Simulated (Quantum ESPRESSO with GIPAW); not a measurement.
# KPO3: which site gives which 17O line?

The values are calculated: DFT, PBEsol, plane-wave PAW (pslibrary 1.0.0 recipes), scalar-relativistic, GIPAW shieldings (Quantum ESPRESSO with GIPAW, a patched development version). Shieldings are without the macroscopic shape term, which is common to all sites.

```
K P O
1.0
     4.54000    0.00000    0.00000
     0.00000    5.89000    0.00000
     0.00000    0.00000   12.80000
K P O
4 4 12
Cartesian
  3.4843 1.4725 5.2778
  1.0557 4.4175 7.5222
  3.3257 4.4175 11.6778
  1.2143 1.4725 1.1222
  1.4124 4.4175 4.1774
  3.1276 1.4725 8.6226
  0.8576 1.4725 10.5774
  3.6824 4.4175 2.2226
  3.3760 0.1808 7.8982
  1.1640 3.1258 4.9018
  3.4340 5.7092 1.4982
  1.1060 2.7642 11.3018
  1.1640 5.7092 4.9018
  3.3760 2.7642 7.8982
  1.1060 0.1808 11.3018
  3.4340 3.1258 1.4982
  2.9701 4.4175 3.6851
  1.5699 1.4725 9.1149
  3.8399 1.4725 10.0851
  0.7001 4.4175 2.7149
```

The cell is an entry of the Crystallography Open Database; it need not be the form that is stable at ambient conditions. The coordinates shown are those after relaxation (atoms relaxed).

The O sites:

```tsv
site	atom no.	atoms in cell	site symmetry	surroundings	bonds (Å)
O(1)	9	8	1	non-bridging on P; 4 neighbours	1.50 to 2.92
O(2)	17	4	m	bridging P-O-P, 134°; 4 neighbours	1.63 to 3.39
```

The lines to be assigned:

```tsv
line	σ_iso (ppm)	relative area	span (ppm)	skew
A	134.1	2	88.3	0.70
B	111.3	1	123.6	0.67
```

Q: Assign the lines to the sites.

A: A is O(1) (non-bridging on P; 4 neighbours); B is O(2) (bridging P-O-P, 134°; 4 neighbours). The areas settle A and B, whose multiplicities are unique. The kinds of oxygen differ: non-bridging on P (O(1)) has σ near 134 ppm; bridging P-O-P (O(2)) has σ near 111 ppm.

[Banner, clock, file and message-heading lines were taken out of the pw.x and gipaw.x logs.]

[Logs are printed without paths, hosts, clocks, repeated set-up lines and the standing remarks that a program may print on its own settings, such as how far it seeks lower states.]

[Hosts, paths, dates, database ids (printed as entryN), source tags and the programs' standing remarks are cut or masked in the printed files.]
